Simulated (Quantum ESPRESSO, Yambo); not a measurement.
Planning a run of Quantum ESPRESSO 7.5 on InSe (C2/m). The input:

```
&control
  calculation = 'nscf'
  prefix = 'x'
  outdir = 'o'
  pseudo_dir = 'pseudo'
/
&system
  ibrav = 0
  nat = 4
  ntyp = 2
  ecutwfc = 78.0
  nbnd = 180
  force_symmorphic = .true.
/
&electrons
  conv_thr = 1e-9
  electron_maxstep = 80
  diago_full_acc = .true.
  diago_thr_init = 5e-6
/
ATOMIC_SPECIES
  In 114.82 In.upf
  Se 78.971 Se.upf
CELL_PARAMETERS angstrom
  5.8263928781 -2.0546489550 -0.0000000000
  5.8263928781 2.0546489550 -0.0000000000
  -1.7232330140 0.0000000000 4.7713478577
ATOMIC_POSITIONS crystal
  In 0.1117967500 0.1117967500 0.9531586400
  In 0.8882032500 0.8882032500 0.0468413600
  Se 0.3390724100 0.3390724100 0.3310443800
  Se 0.6609275900 0.6609275900 0.6689556200
K_POINTS automatic
  4 4 2 0 0 0
```

```sh
OMP_NUM_THREADS=1 mpirun -n 4 pw.x -nk 4 -in pw.in > pw.out
```

Q: Estimate wall time and host memory on 4 MPI ranks of Arm Neoverse V2, shared host.

It took 77 s; on shared hardware allow 38 s to 2.6 min. Peak host memory was 0.83 GiB.

[Paths, hosts, dates, memory and timing lines, banners, echoed tables and standing remarks are left out of the program output.]

[Logs are printed without paths, hosts, clocks, repeated set-up lines and the standing remarks that a program may print on its own settings, such as how far it seeks lower states.]

[Runs of the session that timed out or met a known fault of the program may be left out.]

[Hosts, paths, dates, database ids (printed as entryN), source tags and the programs' standing remarks are cut or masked in the printed files.]
